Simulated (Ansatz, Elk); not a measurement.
# How far do independent atoms describe MnCuPd?, part 2 of 2

The structure of MnCuPd used here is made up (a known structure type with other elements) and was relaxed beforehand with PBEsol. The aim is the Fourier transform of its all-electron density, F(hkl), set beside the sum over free spherical atoms that refinements use.

Elk 11.2.3 (patched build); all-electron DFT.

So far: Set-up; Ground state and structure factors; The magnetisation density; The highest occupied states alone.

The structure was built from a prototype and need not be the compound's stable phase.

## 5. Another functional

Level of this step: DFT, LDA (Perdew-Wang), all-electron APW+lo, Dirac cores, scalar-relativistic bands, static density, ferromagnetic start (Elk).

The difference from free atoms is small, so it is set against the change that LDA (Perdew-Wang) makes.

elk.in

```
tasks
  0
  195
  196

xctype
  3

spinpol
  .true.

rgkmax
  7.0

gmaxvr
  14.0

lmaxo
  7

lmaxapw
  8

swidth
  0.002

tshift
  .false.

ramdisk
  .false.

hmaxvr
  5.5

maxscl
  120

epspot
  1e-06

reducebf
  0.8

sppath
  './'

avec
  5.09277097720 -0.00000000000 0.00000000000
  -2.54638548860 4.41046904192 -0.00000000000
  0.00000000000 0.00000000000 11.88903365963

atoms
  3
  'Pd.in'
  1
  -0.0000000000 -0.0000000000 0.3314500468   0.000000 0.000000 0.000000
  'Cu.in'
  1
  0.3333333333 0.6666666667 0.9907752645   0.000000 0.000000 0.000000
  'Mn.in'
  1
  0.6666666667 0.3333333333 0.6708746888   0.000000 0.000000 -0.160000

ngridk
  8 8 3
```

On the command line:

```
> OMP_NUM_THREADS=4 elk
```

Numbers of over 12 decimals in the logs are rounded to 6 here.

The log of the run:

```text
┌─────────────────────────┐
│ Elk code version 11.2.3 │
└─────────────────────────┘

All units are atomic (Hartree, Bohr, etc.)

┌─────────────────────────────────────────────────┐
│ Ground-state run starting from atomic densities │
└─────────────────────────────────────────────────┘

Lattice vectors :
   5.092770977      -0.000000000       0.000000000
  -2.546385489       4.410469042      -0.000000000
   0.000000000       0.000000000       11.88903366

Reciprocal lattice vectors :
   1.233745899      0.7123035268      -0.000000000
[...]
total charge                :    100.0000000
 error                       :   0.2227437182E-02

Moments :
 interstitial                :   0.8916958627E-01
 muffin-tins
  species : 1 (Pd)
[...]
species : 2 (Cu)
   atom 1                    :   0.9600702792E-01
  species : 3 (Mn)
   atom 1                    :    3.112408983
 total in muffin-tins        :    3.400659857
 total moment                :    3.489829443

┌──────────────────────────────┐
│ Self-consistent loop stopped │
└──────────────────────────────┘

Warning : core states of species 2 leak from the muffin-tin :   0.1831321861E-03

Wrote STATE.OUT
[key lines of the parts left out:]
total energy                :     -7851.3261561780
```

It took 69 s on 4 threads of INTEL XEON PLATINUM 8581C at 2.30GHz (Emerald Rapids), shared host; peak memory 0.23 GiB.

Against the first run R = 0.05 %; the largest change is -0.049 at 104. The moment goes from 3.80 to 3.49 μB.

## 6. Basis size

The basis and the expansions that go with it are enlarged, to see whether the differences are converged.

Changes to elk.in since step 5:

```diff
@@ -6,3 +6,3 @@
 xctype
-  3
+  20
 
@@ -12,12 +12,12 @@
 rgkmax
-  7.0
+  8.5
 
 gmaxvr
-  14.0
+  18.0
 
 lmaxo
-  7
+  9
 
 lmaxapw
-  8
+  10
```

On the command line:

```
> OMP_NUM_THREADS=4 elk
```

The log of the run:

```text
┌─────────────────────────┐
│ Elk code version 11.2.3 │
└─────────────────────────┘

All units are atomic (Hartree, Bohr, etc.)

┌─────────────────────────────────────────────────┐
│ Ground-state run starting from atomic densities │
└─────────────────────────────────────────────────┘

Lattice vectors :
   5.092770977      -0.000000000       0.000000000
  -2.546385489       4.410469042      -0.000000000
   0.000000000       0.000000000       11.88903366

Reciprocal lattice vectors :
   1.233745899      0.7123035268      -0.000000000
[...]
total charge                :    100.0000000
 error                       :   0.3043899391E-03

Moments :
 interstitial                :   0.8396374821E-01
 muffin-tins
  species : 1 (Pd)
[...]
species : 2 (Cu)
   atom 1                    :   0.9110625404E-01
  species : 3 (Mn)
   atom 1                    :    3.412912804
 total in muffin-tins        :    3.715430893
 total moment                :    3.799394641

┌──────────────────────────────┐
│ Self-consistent loop stopped │
└──────────────────────────────┘

Warning : core states of species 2 leak from the muffin-tin :   0.1780797023E-03

Wrote STATE.OUT
[key lines of the parts left out:]
total energy                :     -7860.7303305459
```

Wall time 3.9 min (4 threads); peak memory 0.49 GiB; 15 min of CPU time.

Against the first run R = 0.01 %; the largest change is -0.014 at 113. The moment goes from 3.80 to 3.80 μB.

## 7. A coarser k-mesh

About half the k-points along each axis test the sampling.

Changes to elk.in since step 6:

```diff
@@ -12,12 +12,12 @@
 rgkmax
-  8.5
+  7.0
 
 gmaxvr
-  18.0
+  14.0
 
 lmaxo
-  9
+  7
 
 lmaxapw
-  10
+  8
 
@@ -65,2 +65,2 @@
 ngridk
-  8 8 3
+  4 4 2
```

On the command line:

```
> OMP_NUM_THREADS=4 elk
```

The log of the run:

```text
┌─────────────────────────┐
│ Elk code version 11.2.3 │
└─────────────────────────┘

All units are atomic (Hartree, Bohr, etc.)

┌─────────────────────────────────────────────────┐
│ Ground-state run starting from atomic densities │
└─────────────────────────────────────────────────┘

Lattice vectors :
   5.092770977      -0.000000000       0.000000000
  -2.546385489       4.410469042      -0.000000000
   0.000000000       0.000000000       11.88903366

Reciprocal lattice vectors :
   1.233745899      0.7123035268      -0.000000000
[...]
total charge                :    100.0000000
 error                       :   0.2018978678E-02

Moments :
 interstitial                :   0.7139469766E-01
 muffin-tins
  species : 1 (Pd)
[...]
species : 2 (Cu)
   atom 1                    :   0.6606448723E-01
  species : 3 (Mn)
   atom 1                    :    3.324258613
 total in muffin-tins        :    3.575102630
 total moment                :    3.646497328

┌──────────────────────────────┐
│ Self-consistent loop stopped │
└──────────────────────────────┘

Warning : core states of species 2 leak from the muffin-tin :   0.1779366388E-03

Wrote STATE.OUT
[key lines of the parts left out:]
total energy                :     -7860.7131097454
```

The job ended after 40 s (4 threads; peak memory 0.41 GiB; 2.1 min of CPU time).

Against the first run R = 0.02 %; the largest change is +0.017 at 003. The moment goes from 3.80 to 3.65 μB.

## 8. Settings against the effect

```csv
run,R against the first run (%),"R against neutral atoms, low angle (%)",wall time
"PBE, rgkmax 7",0.00,0.93,2.3 min
LDA (Perdew-Wang),0.05,0.98,69 s
rgkmax 8.5 with larger expansions,0.01,0.93,3.9 min
k-mesh 4×4×2,0.02,0.92,40 s
```

## 9. Results

* R against neutral atoms, sin θ/λ < 0.3 Å⁻¹: 0.93 %
* R against neutral atoms, 0.3 to 0.82 Å⁻¹: 0.34 %

In words: Independent neutral atoms miss the calculated amplitudes by R = 0.93 % below 0.3 Å⁻¹ and 0.34 % from there to 0.82 Å⁻¹; by shells, 1.77 % below 0.15 Å⁻¹ (1 form), 0.91 % 0.15 to 0.3 (7 forms), 0.36 % 0.3 to 0.45 (13 forms), 0.34 % above 0.45 (77 forms). Bonding, aspherical density and the tables' own atoms all enter these figures, and the runs don't part them. The largest change of an amplitude is -0.75 electrons, at 101. R counts amplitudes alone; phases shift too. The magnetic order is that of the start. No other order was tried here, and an antiferromagnetic one would change or move the magnetic intensity. The window's part falls from 28.0 electrons at the origin to at most 3.57 between 0.45 and 0.82 Å⁻¹, where compact states inside the window still scatter. Below 0.3 Å⁻¹ the changes that finished (LDA (Perdew-Wang), rgkmax 8.5 with larger expansions and k-mesh 4×4×2) move F by R = 0.06 % at most, against the 0.93 % that separates it from free atoms. The magnetic factors move by R = 8.1 % (LDA (Perdew-Wang)), 0.2 % (rgkmax 8.5 with larger expansions) and 2.5 % (k-mesh 4×4×2), so they aren't settled to better than that. Part of the difference isn't bonding: the tables are fits to free atoms and ions calculated by other methods than this functional. Thermal motion, anomalous dispersion and extinction are left out.

[Logs are printed without paths, hosts, clocks, repeated set-up lines and the standing remarks that a program may print on its own settings, such as how far it seeks lower states.]

[Hosts, paths, dates, database ids (printed as entryN), source tags and the programs' standing remarks are cut or masked in the printed files.]
